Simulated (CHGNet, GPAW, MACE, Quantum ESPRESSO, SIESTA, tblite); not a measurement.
# tblite on AlN(11-20)/C(110) interface (80 atoms): settings against a plane-wave reference

Aim: run AlN(11-20)/C(110) interface (80 atoms) in tblite and see how near its forces come to a plane-wave reference, and at what cost.

Main program and level: tblite 0.8.0; the method is named at each step.

## 1. The structure

The cell holds 80 atoms: 16 Al, 16 N and 48 C. Its edges and angles: a = 10.741 Å, b = 5.013 Å, c = 22.270 Å, α = 90.0°, β = 90.0°, γ = 90.0°. Wurtzite AlN(11-20), 4 repeat layers, 2 surface cells, strained -0.37 and +0.63 %; diamond-structure C(110), 4 layers, 6 cells, +0.37 and -0.62 %; outer planes 1.82 Å apart, 12 Å of vacuum above; not relaxed, displaced by a Gaussian of 0.02 Å. Then every atom was moved at random, 0.03 Å r.m.s. a Cartesian component. Regions: AlN, 32 atoms (16 Al and 16 N); C, 48 atoms (48 C). Vacuum lies along c.

The yardstick, on the same geometry:

- method: Kohn-Sham DFT, PBE, SSSP efficiency 1.3.0 pseudopotentials, plane waves (Quantum ESPRESSO 7.5); sssp-pbe-1.3.0-efficiency, cutoffs 60/480 Ry, Γ point
- r.m.s. force component: 1.825 eV/Å
- longest force: 5.581 eV/Å
- time: 8.6 min on 4 MPI ranks of Arm Neoverse N1, shared host
- CPU time: 34 min

## 2. GFN1-xTB

Method: GFN1-xTB tight binding, diagonalisation.

run.py reads:

```python
import numpy as np
from ase.io import read
from tblite.ase import TBLite

atoms = read("structure.xyz")
atoms.calc = TBLite(method="GFN1-xTB", electronic_temperature=580, accuracy=1.0, max_iterations=250, mixer_damping=0.1, verbosity=1)
energy = atoms.get_potential_energy()
forces = atoms.get_forces()
print(f"energy {energy:.6f} eV")
print("forces (eV/A)")
for i, (a, f) in enumerate(zip(atoms, forces)):
    print(f"{i:4d} {a.symbol:2s} {f[0]:10.5f} {f[1]:10.5f} {f[2]:10.5f}")
print("charges (e)")
print(np.array2string(atoms.get_charges(), precision=4, suppress_small=True, max_line_width=110, threshold=100000))
```

structure.xyz reads:

```xyz
80
Lattice="10.74060 0.00000 0.00000 0.00000 5.01320 0.00000 0.00000 0.00000 22.27049" Properties=species:S:1:pos:R:3 pbc="T T T"
Al 5.39683 0.00637 5.98141
N 3.58349 0.66921 6.01593
Al 3.52925 2.55397 5.98675
N 5.42604 3.05820 5.99076
Al 2.71103 0.02667 7.57553
N 0.86934 0.65297 7.57375
Al 0.91016 2.51798 7.58778
N 2.61609 3.12342 7.53878
Al 5.35269 0.08161 9.09438
N 3.55020 0.63076 9.16587
Al 3.53312 2.49577 9.14426
N 5.36880 3.16102 9.18524
Al 2.64788 0.03364 10.70787
N 0.88911 0.58354 10.68070
Al 0.91854 2.45045 10.67692
N 2.70352 3.11716 10.63394
Al 10.72825 0.00045 6.01081
N 8.95476 0.61347 6.06915
Al 9.00245 2.50464 5.97406
N 0.00977 3.03855 5.96738
Al 8.11130 0.02015 7.53990
N 6.25296 0.63036 7.60114
Al 6.25243 2.47722 7.58911
N 8.09766 3.07334 7.57664
Al 10.73308 0.01088 9.12756
N 8.99643 0.59868 9.09972
Al 8.96883 2.49587 9.11331
N 10.70612 3.06477 9.04316
Al 8.05266 0.04778 10.67603
N 6.31569 0.62023 10.68382
Al 6.21011 2.53703 10.63215
N 7.99552 3.06226 10.65932
C 4.59128 1.37517 12.52247
C 1.98143 0.10859 12.47303
C 2.81876 0.16067 13.72953
C 3.70690 1.40465 13.81773
C 4.63264 1.41743 14.97245
C 1.97573 0.15506 15.01699
C 2.78933 0.16859 16.28218
C 3.76866 1.44009 16.28040
C 4.66110 3.92168 12.47415
C 1.95039 2.65093 12.50867
C 2.85539 2.66196 13.66250
C 3.70067 3.94464 13.77697
C 4.64864 3.94870 15.01053
C 1.97552 2.68031 14.96376
C 2.89223 2.58932 16.30556
C 3.73859 3.93301 16.29732
C 1.06676 1.39893 12.50399
C 9.13295 0.18383 12.42961
C 10.02989 0.17942 13.69702
C 0.13555 1.40219 13.84534
C 1.03700 1.41548 15.03748
C 9.07753 0.19973 15.02100
C 10.03784 0.15180 16.30222
C 0.16315 1.42059 16.30779
[... 20 atom lines left out ...]
C 8.22698 3.96499 15.06487
C 5.53205 2.60160 15.03882
C 6.41235 2.65349 16.37104
C 7.31907 3.88498 16.23630
```

Launch:

```console
$ OMP_NUM_THREADS=1 python run.py > output.txt
```

Output:

```text
------------------------------------------------------------
  cycle        total energy    energy error   density error
------------------------------------------------------------
      1     -166.8966250883  -1.6784432E+02   9.2204661E-01
      2     -169.9944549769  -3.0978299E+00   7.8029892E-01
      3     -135.7298729020   3.4264582E+01   5.1636734E-01
      4     -90.70528853576   4.5024584E+01   6.5490842E-01
      5     -145.9728267832  -5.5267538E+01   4.9759252E-01
      6     -115.9368366672   3.0035990E+01   5.7581855E-01
      7     -153.6396377138  -3.7702801E+01   4.0088393E-01
      8     -145.7306576940   7.9089800E+00   3.7504858E-01
      9     -155.8082986306  -1.0077641E+01   2.6586425E-01
     10     -170.9686325743  -1.5160334E+01   1.4449688E-01
     11     -167.2131337172   3.7554989E+00   1.5974552E-01
     12     -171.4552968939  -4.2421632E+00   1.0235546E-01
     13     -171.8648955847  -4.0959869E-01   7.0652944E-02
     14     -172.4558989498  -5.9100337E-01   4.0412631E-02
     15     -172.5727061508  -1.1680720E-01   2.1453130E-02
     16     -172.4810168661   9.1689285E-02   2.6693344E-02
     17     -172.5916837874  -1.1066692E-01   1.1944126E-02
     18     -172.5773590826   1.4324705E-02   1.3744937E-02
     19     -172.6036138026  -2.6254720E-02   8.0790891E-03
     20     -172.6008276845   2.7861181E-03   6.9152912E-03
     21     -172.6082465156  -7.4188312E-03   3.3996949E-03
     22     -172.6034141333   4.8323824E-03   5.1862124E-03
     23     -172.6092794874  -5.8653541E-03   2.1292750E-03
     24     -172.6096087259  -3.2923857E-04   2.0661791E-03
     25     -172.6098292606  -2.2053467E-04   1.3907637E-03
     26     -172.6099752432  -1.4598256E-04   7.7957178E-04
     27     -172.6099938427  -1.8599515E-05   6.5559122E-04
     28     -172.6100136302  -1.9787561E-05   5.2557555E-04
     29     -172.6100381436  -2.4513402E-05   3.2794326E-04
     30     -172.6100528702  -1.4726595E-05   8.7905367E-05
     31     -172.6100525677   3.0248788E-07   7.7858887E-05
     32     -172.6100536223  -1.0545996E-06   2.0533658E-05
     33     -172.6100535712   5.1106298E-08   2.4740289E-05
     34     -172.6100536504  -7.9191238E-08   8.7986285E-06
------------------------------------------------------------
 total:                                   6.817 sec
energy -4696.958802 eV
forces (eV/A)
   0 Al   -0.38771   -0.55016   -0.05595
   1 N    -0.04104   -0.37342   -0.93960
   2 Al    0.87120   -0.08284   -0.37084
   3 N    -0.37773    0.46027   -0.98216
   4 Al   -0.37961    0.09789   -0.36593
   5 N     0.98147   -0.46168   -0.00450
   6 Al   -0.78615   -0.16962   -1.19617
   7 N     0.86863    0.62940    0.62041
   8 Al   -0.37844   -0.78192    0.89107
   9 N     0.22059   -0.32862    0.15666
  10 Al    1.04677    0.19319   -0.71571
  11 N    -0.95692    0.30492   -1.17344
  12 Al    2.07389   -0.32821   -0.52769
  13 N    -2.12458    1.42515   -0.56996
  14 Al   -1.40512    1.63621   -1.62607
  15 N    -1.03262   -0.68072    2.15586
  16 Al    0.05372   -0.80976   -0.20605
  17 N     0.00017    0.29211   -2.24419
  18 Al   -0.51259   -0.25501    0.06634
  19 N     0.98702    0.76163   -0.85708
  20 Al   -0.92671   -0.71402    0.60111
  21 N     1.05208   -0.43745   -0.63054
  22 Al    0.14536    1.03974    0.05129
  23 N    -1.05898    0.65118   -0.29049
[...]
72 C     3.31434   -0.37363    0.93588
  73 C    -2.13777   -0.27209    1.30006
  74 C    -0.19066    0.78267    1.44164
  75 C    -0.49522   -0.16122   -0.69751
  76 C     0.92888   -3.05126   -0.22809
  77 C    -0.57175    3.38993    0.46411
  78 C     4.09770    0.19822   -2.94104
  79 C    -4.50997    1.45779   -0.42242
charges (e)
[ 0.4339 -0.5178  0.4443 -0.5101  0.5726 -0.5018  0.6057 -0.4931  0.5888 -0.5059  0.5872 -0.5242  0.4905
 -0.4372  0.4626 -0.4792  0.4551 -0.5217  0.4615 -0.5201  0.5888 -0.4958  0.5765 -0.5076  0.5878 -0.5106
  0.5968 -0.5074  0.482  -0.4409  0.4982 -0.4121 -0.1334 -0.0611  0.0048  0.0191  0.0539  0.0331 -0.083
 -0.032  -0.1024  0.0682  0.0188  0.0187  0.0302  0.0286 -0.0639 -0.0152  0.0302 -0.1533  0.0334  0.0226
  0.0403  0.0275 -0.0492 -0.0479 -0.1226 -0.0757  0.0118  0.0152  0.0333  0.0221 -0.0706 -0.0459 -0.0497
  0.0817  0.0194  0.0329  0.0486  0.0372 -0.0869 -0.0182  0.0593 -0.0897  0.0239  0.0099  0.0368  0.0325
 -0.1252 -0.0149]
```

Elapsed: 7.7 s, on 1 thread of Arm Neoverse N1, shared host; peak memory 0.12 GiB.

Banners, paths, timers and routine set-up lines are dropped from the logs unmarked, and long logs keep their key lines alone; longer cuts are marked.

Numbers from this run, and their distance from the reference:

```
r.m.s. force component                  : 1.635 eV/Å
r.m.s. difference of force components   : 607.9 meV/Å
longest difference of force vectors     : 2097 meV/Å
force difference over r.m.s. force      : 33.32 %
slope of forces against the reference's : 0.8458
correlation of force components         : 0.9441
```

Length of the force difference by element (eV/Å):

```
element  atoms  mean  most
     Al     16  0.96   2.1
      C     48  0.89   2.0
      N     16  0.97   2.1
```

A closer look about C39, which bears the longest force: 11 atoms, nearest first, numbered in the order of the input, with positions taken from that point.

```
atom      x      y      z  distance (Å)  bonds  Mulliken charge (e)     Fx     Fy  Fz (eV/Å)
 C39   0.00   0.00   0.00          0.00      3                -0.08   5.67  -1.14      -0.98
 C38  -0.81  -0.01  -1.27          1.50      4                 0.03  -2.31   0.15       1.09
 C48   0.95  -1.25   0.02          1.57      3                -0.02  -4.21   0.09      -1.93
 C40   0.98   1.27   0.00          1.60      3                -0.03  -4.45  -1.30      -1.32
 C47   0.10   2.42   0.02          2.42      3                -0.06   3.17   2.69      -2.10
 C53  -1.75   1.25  -1.24          2.48      4                 0.04   2.15  -0.23       1.33
 C61  -1.73  -1.29  -1.28          2.51      4                 0.03   0.82   0.72       1.03
 C35   0.03  -0.01  -2.55          2.55      4                 0.00   0.78  -0.42       1.28
 C45   1.86  -1.23  -1.27          2.57      4                 0.03  -0.01  -1.90       1.98
 C37   1.84   1.25  -1.31          2.58      4                 0.05   0.97  -1.03       3.21
 C47   0.10  -2.59   0.02          2.59      3                -0.06   3.17   2.69      -2.10
```

Atoms are counted from 1 here, from 0 in the log.

Forces lie 33 % from the reference's, at 0.0038 times its CPU time (on 1 against 4 cores).

## 3. Outcome

| Item | Value |
| --- | --- |
| force difference from the reference | tblite GFN1-xTB, 33 % |
| its CPU time | 7.7 s |

In words: Tight binding differs by 33 % (tblite GFN1-xTB); it is another model, with fitted parameters of its own, and the xTB methods hold dispersion. One electronic-structure run takes under half the reference's CPU time: tblite GFN1-xTB, at 33 % in 7.7 s against 34 min. Periodic xTB results under one method name differ between programs and library versions. The cell is under 6 Å thick along one periodic direction, so every atom has periodic images of itself close by, which move with it and show among its neighbours and in g(r). The host structure and its lattice constant were typed by rule, without a check against the phase diagram. The runs have no spin polarisation, so any moments at edges, vacancies or dangling bonds can't form. The electronic-structure runs sample only Γ, in a cell whose shortest periodic width is 5 Å, which is coarse for a cell with partly filled levels.

[Also dropped from logs without a mark: logging warnings of Python, and SIESTA's first energy breakdown and zero terms.]

[Logs are printed without paths, hosts, clocks, repeated set-up lines and the standing remarks that a program may print on its own settings, such as how far it seeks lower states.]

[Hosts, paths, dates, database ids (printed as entryN), source tags and the programs' standing remarks are cut or masked in the printed files.]
